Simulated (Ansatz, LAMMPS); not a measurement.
# Electronic structure of glassy 76SiO2-9BaO-7SrO-4Li2O-4ZrO2 (mol %) (128 atoms)

What does DFT give for glassy 76SiO2-9BaO-7SrO-4Li2O-4ZrO2 (mol %) (128 atoms) as built?

Main program and level: Ansatz 0.2.0; Kohn-Sham DFT, LDA, PAW (set soft_2), plane waves.

## 1. The starting structure

The cell holds 128 atoms: 34 Si, 4 Ba, 3 Sr, 4 Li, 2 Zr and 81 O. Its edges and angles: a = 12.220 Å, b = 12.220 Å, c = 12.220 Å, α = 90.0°, β = 90.0°, γ = 90.0°. 128 atoms (34 Si, 4 Ba, 3 Sr, 4 Li, 2 Zr, 81 O) placed at random at 2.87 g/cm³, melted at 4000 K for 10 ps at fixed volume with the Morse and Coulomb pair potential with partial charges (Pedone, Malavasi, Menziani, Cormack and Segre, J. Phys. Chem. B 110, 11780 (2006)). Quenched from 4000 K to 300 K at 10 K/ps and fixed volume, held 10 ps at zero pressure, then minimised at fixed cell.

Limits known from the start: The quench rate of 10 K/ps is many orders above laboratory rates, so the cell is likely richer in defects and strain than a real sample. The network of bonds at the start is that of the classical potential that made the cell, and needn't be the one that DFT or experiment would give. Only the Γ point is sampled, in a cell whose shortest periodic width is 12 Å. Spin–orbit coupling is left out, which matters for the levels of the heavy elements.

## 2. The classical run that made the cell

A classical potential makes the cell, at a small fraction of what the same run would cost in DFT.

This step: classical MD, Morse and Coulomb pair potential with partial charges (Pedone, Malavasi, Menziani, Cormack and Segre, J. Phys. Chem. B 110, 11780 (2006)) (LAMMPS 22 Jul 2025 - Update 4).

File in.lmp:

```
# melt-quench of Si34Ba4Sr3Li4Zr2O81
units metal
atom_style charge
boundary p p p
region box block 0 12.3779 0 12.3779 0 12.3779
create_box 6 box
mass 1 28.0850   # Si
mass 2 137.3270   # Ba
mass 3 87.6200   # Sr
mass 4 6.9400   # Li
mass 5 91.2240   # Zr
mass 6 15.9990   # O
create_atoms 1 random 34 82850 NULL overlap 1.5 maxtry 2000
create_atoms 2 random 4 82857 NULL overlap 1.5 maxtry 2000
create_atoms 3 random 3 82864 NULL overlap 1.5 maxtry 2000
create_atoms 4 random 4 82871 NULL overlap 1.5 maxtry 2000
create_atoms 5 random 2 82878 NULL overlap 1.5 maxtry 2000
create_atoms 6 random 81 82885 NULL overlap 1.5 maxtry 2000
pair_style hybrid/overlay pedone 5.5 coul/long 8.0
pair_coeff * * coul/long
pair_coeff 1 6 pedone 0.340554 2.006700 2.100000 1   # Si-O
pair_coeff 2 6 pedone 0.065011 1.547596 3.393410 5   # Ba-O
pair_coeff 3 6 pedone 0.019623 1.886000 3.328330 3   # Sr-O
pair_coeff 4 6 pedone 0.001114 3.429506 2.681360 1   # Li-O
pair_coeff 5 6 pedone 0.206237 2.479675 2.436997 1   # Zr-O
pair_coeff 6 6 pedone 0.042395 1.379316 3.618701 22   # O-O
set type 1 charge 2.4
set type 2 charge 1.2
set type 3 charge 1.2
set type 4 charge 0.6
set type 5 charge 2.4
set type 6 charge -1.2
kspace_style pppm 1.0e-4
neigh_modify delay 0 every 1 check yes
# [... 22 lines left out ...]
thermo 1666
fix md all npt temp 300 300 0.2 iso 0 0 2
run 5000 post no
unfix md
thermo 100
min_style cg
minimize 0 1e-3 2000 20000
write_dump all custom glass.dump id type xs ys zs modify sort id
```

Command:

```bash
lmp -in in.lmp -log none -nocite
```

The log of the run:

```text
LAMMPS (22 Jul 2025 - Update 4)
Created orthogonal box = (0 0 0) to (12.3779 12.3779 12.3779)
Created 34 atoms
Created 4 atoms
Created 3 atoms
Created 4 atoms
Created 2 atoms
Created 81 atoms
PPPM initialization ...
  G vector (1/distance) = 0.39108419
  grid = 15 15 15
  estimated relative force accuracy = 3.8137951e-05
   Step          Time           Temp          PotEng         Press         Density
         0   0              0             -2.1031627      610383.43      2.8660166
       100   0.2            0             -15.650934     -26279.676      2.8660166
       106   0.212          0             -15.662794     -27430.489      2.8660166
Loop time of 0.0872824 s on 1 MPI rank(s) for 106 steps with 128 atoms
Minimization stats:
  Stopping criterion = energy tolerance
  Energy initial, next-to-last, final =
     -2.10316266032099  -15.6618515444853  -15.6627943341551
  Force two-norm initial, final = 365.64084 2.1271722
  Iterations, force evaluations = 106 132
[... 12 lines left out ...]
[... 2 lines left out ...]
Loop time of 2.90787 s on 1 MPI rank(s) for 5000 steps with 128 atoms
   Step          Time           Temp          PotEng         Press         Density
[... 12 lines left out ...]
Loop time of 106.734 s on 1 MPI rank(s) for 185000 steps with 128 atoms
   Step          Time           Temp          PotEng         Press         Density
[... 3 lines left out ...]
    194922   389.844        293.61783     -15.788817     -71.265552      3.0110356
    196000   392            333.13515     -15.78574      -6506.7231      2.9784713
Loop time of 4.08161 s on 1 MPI rank(s) for 5000 steps with 128 atoms
   Step          Time           Temp          PotEng         Press         Density
    196000   392            333.13515     -15.785741     -6507.8645      2.9784713
    196014   392.028        333.13515     -15.823131     -2562.9666      2.9784713
Loop time of 0.0397356 s on 1 MPI rank(s) for 14 steps with 128 atoms
Minimization stats:
  Stopping criterion = linesearch alpha is zero
  Energy initial, next-to-last, final =
     -15.7857412379337  -15.8231309119043  -15.8231309119043
  Force two-norm initial, final = 14.21631 0.8473862
  Iterations, force evaluations = 14 61
```

The job ended after 1.9 min (1 thread of Arm Neoverse V2, shared host; peak memory 0.069 GiB).

## 3. Plane-wave single point

One self-consistent run at the given positions yields energy and forces.

File input.yaml:

```yaml
crystal:
  lattice:
    - [12.22012, 0.0, 0.0]
    - [0.0, 12.22012, 0.0]
    - [0.0, 0.0, 12.22012]
  atoms:
    - { symbol: Si, position: [0.75957, 0.85166, 0.24814] }
    - { symbol: Si, position: [0.55458, 0.36832, 0.06834] }
    - { symbol: Si, position: [0.0225, 0.2508, 0.55869] }
    - { symbol: Si, position: [0.73406, 0.96574, 0.48593] }
    - { symbol: Si, position: [0.86652, 0.61776, 0.2066] }
    - { symbol: Si, position: [0.06357, 0.17597, 0.90696] }
    - { symbol: Si, position: [0.42983, 0.6858, 0.45559] }
    - { symbol: Si, position: [0.64301, 0.50055, 0.25903] }
    - { symbol: Si, position: [0.15064, 0.37092, 0.74776] }
    - { symbol: Si, position: [0.64458, 0.99173, 0.91434] }
    - { symbol: Si, position: [0.72147, 0.41475, 0.88683] }
    - { symbol: Si, position: [0.93238, 0.35558, 0.01349] }
    - { symbol: Si, position: [0.11545, 0.5147, 0.9404] }
    - { symbol: Si, position: [0.02408, 0.72823, 0.56832] }
    - { symbol: Si, position: [0.27253, 0.64229, 0.26276] }
    - { symbol: Si, position: [0.56197, 0.24097, 0.54255] }
    - { symbol: Si, position: [0.10104, 0.1476, 0.34261] }
    - { symbol: Si, position: [0.05749, 0.5528, 0.37441] }
    - { symbol: Si, position: [0.96436, 0.71434, 0.98966] }
    - { symbol: Si, position: [0.88995, 0.2316, 0.21878] }
    - { symbol: Si, position: [0.03966, 0.02936, 0.69844] }
    - { symbol: Si, position: [0.47254, 0.02505, 0.45163] }
    - { symbol: Si, position: [0.08032, 0.89419, 0.3922] }
    - { symbol: Si, position: [0.60238, 0.21664, 0.79121] }
    - { symbol: Si, position: [0.79718, 0.21908, 0.45232] }
    - { symbol: Si, position: [0.30763, 0.22337, 0.20344] }
    - { symbol: Si, position: [0.63193, 0.59504, 0.72678] }
    - { symbol: Si, position: [0.84454, 0.0222, 0.07495] }
    - { symbol: Si, position: [0.28899, 0.12058, 0.98482] }
    - { symbol: Si, position: [0.31084, 0.4495, 0.0936] }
    - { symbol: Si, position: [0.5497, 0.4829, 0.50343] }
    - { symbol: Si, position: [0.12355, 0.82421, 0.16075] }
    [... 90 atom lines left out ...]
    - { symbol: O, position: [0.20094, 0.86798, 0.43433] }
    - { symbol: O, position: [0.88428, 0.64282, 0.07847] }
    - { symbol: O, position: [0.51733, 0.62434, 0.77822] }
    - { symbol: O, position: [0.12751, 0.48407, 0.80966] }
    - { symbol: O, position: [0.51067, 0.36294, 0.53989] }
    - { symbol: O, position: [0.06181, 0.83591, 0.27765] }
kpoints:
  mp_grid: { grid: [1, 1, 1] }
hamiltonian:
  xc: lda
scf:
  occupations: { method: fermi_dirac, width: 0.05 }
output:
  forces: true
  stress: true
  populations: true
  dos:
    method: { smearing: { sigma: 0.08 } }
    de: 0.1
    projected: { site_lists: { Ba: [Ba], Li: [Li], O: [O], Si: [Si], Sr: [Sr] } }
  eigenvalues: true
  write_density: true
  write_potential: true
  volumetric_format: npy
```

Command:

```bash
ansatz run input.yaml --threads 8 --pin off --max-ram 15872MiB --backend cpu --events-out ev --progress --plain --runs-dir out
```

The log of the run:

```text
Engine: ansatz 0.2.0, aarch64-unknown-linux-gnu
Pseudopotentials: kind: paw
Pseudopotential: Si, paw, valence charge 4, recommended cutoff 420 eV (normal), Si.paw.azcp
Pseudopotential: Ba, paw, valence charge 10, recommended cutoff 420 eV (normal), Ba.paw.azcp
Pseudopotential: Sr, paw, valence charge 10, recommended cutoff 420 eV (normal), Sr.paw.azcp
Pseudopotential: Li, paw, valence charge 3, recommended cutoff 420 eV (normal), Li.paw.azcp
Pseudopotential: Zr, paw, valence charge 12, recommended cutoff 420 eV (normal), Zr.paw.azcp
Pseudopotential: O, paw, valence charge 6, recommended cutoff 420 eV (normal), O.paw.azcp
[... 3 lines on functional and potentials left out ...]
Crystal: 128 atoms, lattice volume = 1824.847 Å³
Basis set: ecut = 420 eV, 35585 PW (Γ)
Bands: 492, of which v1, the nominal top of the filled ones, is band 364 counted from 1 (363 counted from 0)
Symmetry: 1 space group operations
Space group: P1 (ITA 1), of the structure as read, at distance tolerance 1.2e-4 Å
k-points: 1
[... 18 lines on functional and potentials left out ...]
Initial density: superposition of atomic densities (neutral atoms: chi_scale 0, normalization atom), corrected by the library's trained network
Initial wavefunctions: pseudopotential atomic-orbital guess
Functional: x = slater, c = lda
SCF iter   1: F=—  HF=-108236.739414 eV  |F-HF|=—  |Δ(HF+E_count)|=         —  Δρ=1.35e-2  dr2=3.06e0  ethr=1.77e-3  ⟨swp⟩=7.0  Hψ=2542  notcnv=0  defer=103
preconditioner: auto → Resta (q_TF=auto, 2.341 Å⁻¹)  ε∞=3.4  [insulator: Δε(μ)=2.635 eV  Ē_g=14.756 eV  σ=0.050 eV  W_gap=1.00  n_scr=388 (ndim 8)  ℏωp=22.8 eV  f_vac=0.145  D(μ)=0.00/eV (n_scr^D=0)  ε∞_Penn≈3.4]
SCF iter   2: F=—  HF=-108235.911877 eV  |F-HF|=—  |Δ(HF+E_count)|=   8.28e-1  Δρ=4.07e-3  dr2=1.37e-1  ethr=4.20e-4  ⟨swp⟩=2.0  Hψ=849  notcnv=0  defer=123
SCF iter   3: F=—  HF=-108235.875161 eV  |F-HF|=—  |Δ(HF+E_count)|=   3.67e-2  Δρ=1.71e-3  dr2=3.98e-2  ethr=1.89e-5  ⟨swp⟩=2.0  Hψ=736  notcnv=0  defer=123
SCF iter   4: F=—  HF=-108235.868868 eV  |F-HF|=—  |Δ(HF+E_count)|=   6.29e-3  Δρ=1.15e-3  dr2=2.07e-2  ethr=5.47e-6  ⟨swp⟩=2.0  Hψ=652  notcnv=0  defer=123
SCF iter   5: F=—  HF=-108235.863577 eV  |F-HF|=—  |Δ(HF+E_count)|=   5.29e-3  Δρ=2.34e-4  dr2=1.32e-3  ethr=2.84e-6  ⟨swp⟩=3.0  Hψ=631  notcnv=0  defer=123
SCF iter   6: F=—  HF=-108235.863536 eV  |F-HF|=—  |Δ(HF+E_count)|=   4.06e-5  Δρ=1.13e-4  dr2=2.21e-4  ethr=1.81e-7  ⟨swp⟩=2.0  Hψ=647  notcnv=0  defer=123
SCF iter   7: F=—  HF=-108235.863527 eV  |F-HF|=—  |Δ(HF+E_count)|=   9.37e-6  Δρ=2.44e-5  dr2=1.47e-5  ethr=3.04e-8  ⟨swp⟩=2.0  Hψ=670  notcnv=0  defer=123
SCF iter   8: F=—  HF=-108235.867854 eV  |F-HF|=—  |Δ(HF+E_count)|=   4.33e-3  Δρ=1.19e-5  dr2=2.62e-6  ethr=2.02e-9  ⟨swp⟩=2.0  Hψ=853  notcnv=0  defer=123
SCF iter   9: F=—  HF=-108235.867855 eV  |F-HF|=—  |Δ(HF+E_count)|=   4.86e-7  Δρ=5.24e-6  dr2=4.98e-7  ethr=3.60e-10  ⟨swp⟩=2.0  Hψ=711  notcnv=0  defer=123
SCF iter  10: F=-108235.867855 eV  HF=-108235.867855 eV  |F-HF|=3.00e-8  |Δ(HF+E_count)|=   1.28e-7  Δρ=1.62e-6  dr2=6.82e-8  ethr=1.37e-11  ⟨swp⟩=23.0  Hψ=4871  notcnv=0
SCF 1 converged in 10 iterations: F = -108235.867855 eV  dr2 = 6.82e-8
  greatest PAW one-centre occupation: 1.000 electrons in one spin orbital (limit 2), on the Li atom at site 42 (counted from 0), in its partial waves of l = 0
SCF converged after 10 iterations
Free energy (F): -108235.867855 eV
Harris-Foulkes:  -108235.867855 eV  (|F-HF|=3.00e-8)
Internal energy: -108235.867855 eV  (E = F + TS)
E sigma→0 (E₀):  -108235.867855 eV
Fermi energy:    5.661469 eV
--- Per-component energies (eV) ---
  E_band       = -3917.290973
  E_kinetic    = 18043.045833
  E_local      = -49830.404179  (includes V_loc(G=0)·N_el)
  E_nonlocal   = 5803.808027
  E_hartree    = 18207.859704
  E_xc         = -9324.668151
  E_vxc        = -10678.621405  (∫ρ·V_xc dr)
  E_paw        = -62324.136661  (= ΣΔE_a)
  E_vpaw       = -3671.060672  (= ΣTr[D̂ρ^β])
  E_aug_tail   = 0.211850  (compensation charges beyond the density's cutoff)
  E_ewald      = -28825.055433
  E_core_change = 13.471155  (= ΣΔE_core)
  E_smearing   = -0.000000  (= −TS)
  E_closure    = 0.000000  (closes the sum)
  Σ components = -108235.867855   (vs F -108235.867855, Δ=0.00e0)
--- Forces (eV/Å), atoms counted from 1 ---
  atom   1  Si    -0.37130679     0.08447701    -0.51356381
  atom   2  Si     0.42186929     0.16528790     0.49069267
  atom   3  Si    -0.19895087    -1.83838469     0.94342823
  atom   4  Si    -1.26793007     1.28964526    -1.32522370
  atom   5  Si    -0.17677405     0.86994909     0.51887393
  atom   6  Si     0.92490136     1.90516087    -1.29088994
  atom   7  Si     1.22739555    -0.63321583    -0.23116198
  atom   8  Si    -0.67209445     1.28691833    -0.59925411
  atom   9  Si     0.30259837    -2.74602210     1.69874047
  atom  10  Si     0.77609435     0.15390986     0.07502139
  atom  11  Si    -1.53736775    -1.32761222     0.54320353
  atom  12  Si     0.65880955    -1.09498796    -0.91949790
  atom  13  Si    -0.49937088    -1.68457572     0.48907619
  atom  14  Si     1.58189931     0.77906864    -2.79004370
[...]
atom 127  O     -1.08354014    -0.12532736    -0.16808732
  atom 128  O     -0.99919961    -0.50031063    -0.49770470
  max |Σ_I F_I| component: 2.19e-4 eV/Å
--- Stress (GPa, compression-positive) ---
       -2.268825       0.182099      -0.626386
        0.182099      -1.342214       0.544324
       -0.626386       0.544324      -3.620590
  P = ⅓ Tr σ = -2.4105 GPa (-24.105 kbar)
--- Band table (eV) ---
  k-point 0: bands = ["-44.7104", "-44.0049", "-38.7800", "-38.1139", [... 476 levels ...], "12.5900", "12.6291", "12.6432", "12.6653", "12.6988", "12.7192", "12.7493", "12.7551", "12.8060", "12.8102", "12.8455", "12.8543"]
--- Löwdin populations: 128 sites ---
  site symbol       q [e]
     0     Si      2.3537
     1     Si      2.3462
     2     Si      2.2607
[...]
127      O      6.7838
  spilling = 0.013359 (of n_electrons = 728.000000)
```

It took 21 s on 8 threads of Arm Neoverse V2, shared host; peak memory 2.7 GiB.

Numbers from this run:

- free energy: -108235.8679 eV
- free energy per atom: -845.5927 eV/atom
- SCF cycles: 10
- pressure: -2.411 GPa
- r.m.s. force component: 0.8677 eV/Å
- longest force: 3.301 eV/Å
- Fermi energy: 5.661 eV
- gap (highest filled to lowest empty level): 2.817 eV
- spilling of the projection: 0.01336

Length of the force by element:

```
element  coordination  atoms  mean length of the force (eV/Å)  spread  least   most
     Ba           all      4                            0.519   0.256  0.199  0.887
     Li           all      4                            0.754   0.388  0.139   1.18
      O           all     81                             1.28   0.563  0.362   2.53
     Si           all     34                             1.72   0.618  0.639   3.30
     Sr           all      3                             1.09   0.166  0.875   1.28
     Zr           all      2                             1.93    0.82   1.11   2.75
```

Löwdin charges by element (they lack the spilled electrons, 0.076 e an atom on average):

```
element  coordination  atoms  mean charge (e)  spread  least    most
     Ba           all      4             1.85  0.0187   1.82    1.88
     Li           all      4            0.758  0.0176  0.727   0.772
      O           all     81           -0.821  0.0726  -1.01  -0.750
     Si           all     34             1.69  0.0506   1.55    1.78
     Sr           all      3             1.78  0.0139   1.76    1.80
     Zr           all      2             1.45  0.0458   1.41    1.50
```

States in the cell by windows of 1 eV, zero at the Fermi level; the larger projections on atomic orbitals stand beside the total:

```
from (eV)  to (eV)  total   O p  Si p
      -14      -13   23.9   0.6   0.1
      -13      -12    4.9   3.1   0.2
      -12      -11   15.5  10.4   0.9
      -11      -10   17.6  12.2   1.7
      -10       -9   27.4  20.1   4.1
       -9       -8   39.3  30.2   7.6
       -8       -7   23.0  17.5   2.9
       -7       -6   54.8  45.3   4.6
       -6       -5   87.5  76.9   4.4
       -5       -4   83.0  76.2   2.5
       -4       -3   80.1  75.6   1.5
       -3       -2   40.6  38.3   0.9
       -2       -1   12.3  11.7   0.3
       -1        1    0.0   0.0   0.0
        1        2    8.5   0.8   0.5
        2        3   18.0   1.6   1.3
        3        4   35.0   1.6   4.1
        4        5   42.9   2.4   7.2
```

The curve was stored every 0.10 eV, coarse against its broadening of 0.08 eV, so these counts are rough.

Between -26 and -14 eV lie 180 more states.

About 38 of the 728 electrons lie in deeper levels, below the stored range.

Not all projections were asked for or kept, so they needn't add up to the total.

The levels nearest the highest filled one (over half full), pooled over k-points and spins:

```
level less the highest filled one (eV)  occupation
                                -0.595           2
                                -0.541           2
                                -0.522           2
                                -0.505           2
                                -0.350           2
                                     0           2
                                  2.82           0
                                  3.17           0
                                  3.24           0
                                  3.27           0
                                  3.42           0
                                  3.59           0
```

(Part 1 of 2 ends here.)

[Logs are printed without paths, hosts, clocks, repeated set-up lines and the standing remarks that a program may print on its own settings, such as how far it seeks lower states.]

[Hosts, paths, dates, database ids (printed as entryN), source tags and the programs' standing remarks are cut or masked in the printed files.]
